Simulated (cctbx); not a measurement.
# From intensities to atoms

Cell a = 12.4760 Å, b = 12.4760 Å, c = 12.4760 Å, α = 90.00°, β = 90.00°, γ = 90.00°; space group Fd-3m (no. 227, origin choice 1); content Bi16 S48 Mg16 O8.

The data are simulated with cctbx, not measured: Mo Kα, λ = 0.71073 Å, to d = 0.75 Å, 70 % of the full sphere, strongest reflection 20000 counts, noise from counting, a 4 % proportional error and a noise floor of 15 counts (s.d.); no absorption, and some extinction, which the refinements don't model.

Charge flipping in P1 on plain amplitudes to 0.75 Å, δ = 1 σ, 20 % of the reflections treated as weak, 300 cycles:

```text
cycle      R  skewness
    0  0.595     0.38
   25  0.447     2.75
   50  0.459     3.65
   75  0.362    10.16
  100  0.318     9.22
  125  0.307     9.16
  150  0.319     9.17
  175  0.318     9.03
  200  0.321     9.13
  225  0.317     8.98
  250  0.317     9.07
  275  0.313     8.97
origin shift          correlation  skewness
 0.410  0.042  0.461      0.865      5.36
 0.412  0.292  0.461      0.862     10.18
 0.161  0.042  0.462      0.871     10.52
 0.411  0.292  0.211      0.859      5.73
taken: symmetry correlation 0.871, skewness 10.52
peak      x       y       z  mult  height/sigma
Q1    0.1250  0.1250  0.1250   16     27.2
Q2    0.1250  0.1250  0.6250   16      7.0
Q3    0.0000  0.0000  0.1839   48      3.3
Q4    0.0422  0.0422  0.0422   32      2.8
Q5    0.0259  0.1288  0.8712   96      2.5
Q6    0.0000  0.0000  0.5000    8      2.5
Q7    0.0000  0.0000  0.6313   48      1.4
Q8    0.0980  0.0980  0.3480   96      1.4
Q9    0.0653  0.0653  0.4347   32      1.3
```

The origin is taken among those within 0.04 of the best correlation, by the skewness of the map.

It took 6 s on 1 thread of Arm Neoverse N1, on a shared host, peak memory 0.09 GiB.

Q: Assign the peaks.

Heights follow Z only loosely here, so the multiplicities, which must add up to the content, decide. First model: Q1 = Bi1 (16 in the cell, height 27.2), Q2 = Mg1 (16 in the cell, height 7.0), Q3 = S1 (48 in the cell, height 3.3) and Q6 = O1 (8 in the cell, height 2.5). Against the true structure, Q1 is Bi, Q2 is Mg, Q3 is S and Q6 is O; the other peaks are not atoms.

Least squares on F², isotropic:

```text
Rint 0.039, 146 unique reflections to 0.75 A
cycle     R1     wR2    GooF  max shift (A)
   1  0.1692  0.3839  27.433   0.17457
   2  0.0196  0.0466   3.333   0.00004
final R1 0.0196 wR2 0.0466 GooF 3.333  parameters 5  data/parameter 29.2
atom        x        y        z      Ueq    occ   su(xyz)  su(Uiso or U11)
Bi1    0.12500  0.12500  0.12500   0.0081  1.000  0.00000  0.0002
Mg1    0.12500  0.12500  0.62500   0.0145  1.000  0.00000  0.0012
S1     0.00000  0.00000  0.19789   0.0174  1.000  0.00019  0.0004
O1     0.00000  0.00000  0.50000   0.0150  1.000  0.00000  0.0030
difference map: max 0.73 min -3.03 rms 0.26
Q1    0.1039  0.1039  0.8401   96    0.83  1.89 A from S1
Q2    0.1250  0.1250  0.1250   16    0.73  0.00 A from Bi1
Q3    0.0212  0.0212  0.1656   96    0.71  0.55 A from S1
Q4    0.0000  0.0000  0.0000    8    0.65  2.47 A from S1
Q5    0.0283  0.0283  0.3116   96    0.61  1.50 A from S1
```

Anisotropic refinement:

```text
Rint 0.039, 146 unique reflections to 0.75 A
cycle     R1     wR2    GooF  max shift (A)
   1  0.0195  0.0467   3.382   0.00114
   2  0.0100  0.0184   1.334   0.00000
final R1 0.0100 wR2 0.0184 GooF 1.334  parameters 9  data/parameter 16.2
atom        x        y        z      Ueq    occ   su(xyz)  su(Uiso or U11)
Bi1    0.12500  0.12500  0.12500   0.0080  1.000  0.00000  0.0001
Mg1    0.12500  0.12500  0.62500   0.0147  1.000  0.00000  0.0005
S1     0.00000  0.00000  0.19780   0.0171  1.000  0.00008  0.0003
O1     0.00000  0.00000  0.50000   0.0137  1.000  0.00000  0.0012
difference map: max 0.52 min -1.14 rms 0.18
Q1    0.0487  0.0487  0.5487   32    0.62  1.05 A from O1
Q2    0.0814  0.0814  0.5814   32    0.48  0.94 A from Mg1
Q3    0.0000  0.0000  0.0000    8    0.46  2.47 A from S1
Q4    0.0854  0.0854  0.8395   96    0.44  1.58 A from S1
Q5    0.0478  0.0478  0.0478   32    0.43  1.67 A from Bi1
Q6    0.0280  0.1071  0.6071   96    0.38  1.25 A from Mg1
```

**Reading.** The refinement ends at R1 = 0.0100, wR2 = 0.0184, GooF = 1.33, with difference density between -1.14 and 0.52 e/Å³. Every site matches the true model in element, within 0.001 Å r.m.s., up to an allowed shift of origin.

True model:

| atom | mult. | x | y | z | Ueq (Å²) |
| --- | --- | --- | --- | --- | --- |
| Bi1 | 16 | 3/8 | 5/8 | 3/8 | 0.0083 |
| S1 | 48 | 0 | 0 | 0.3021 | 0.0176 |
| Mg1 | 16 | 3/8 | 1/8 | 3/8 | 0.0123 |
| O1 | 8 | 1/4 | 1/4 | 1/4 | 0.0141 |

The model was made for the exercise: a known structure type with other elements put in, its volume estimated, not relaxed; displacement parameters are assumed.

[Middle refinement cycles are left out of these outputs.]

[Logs are printed without paths, hosts, clocks, repeated set-up lines and the standing remarks that a program may print on its own settings, such as how far it seeks lower states.]
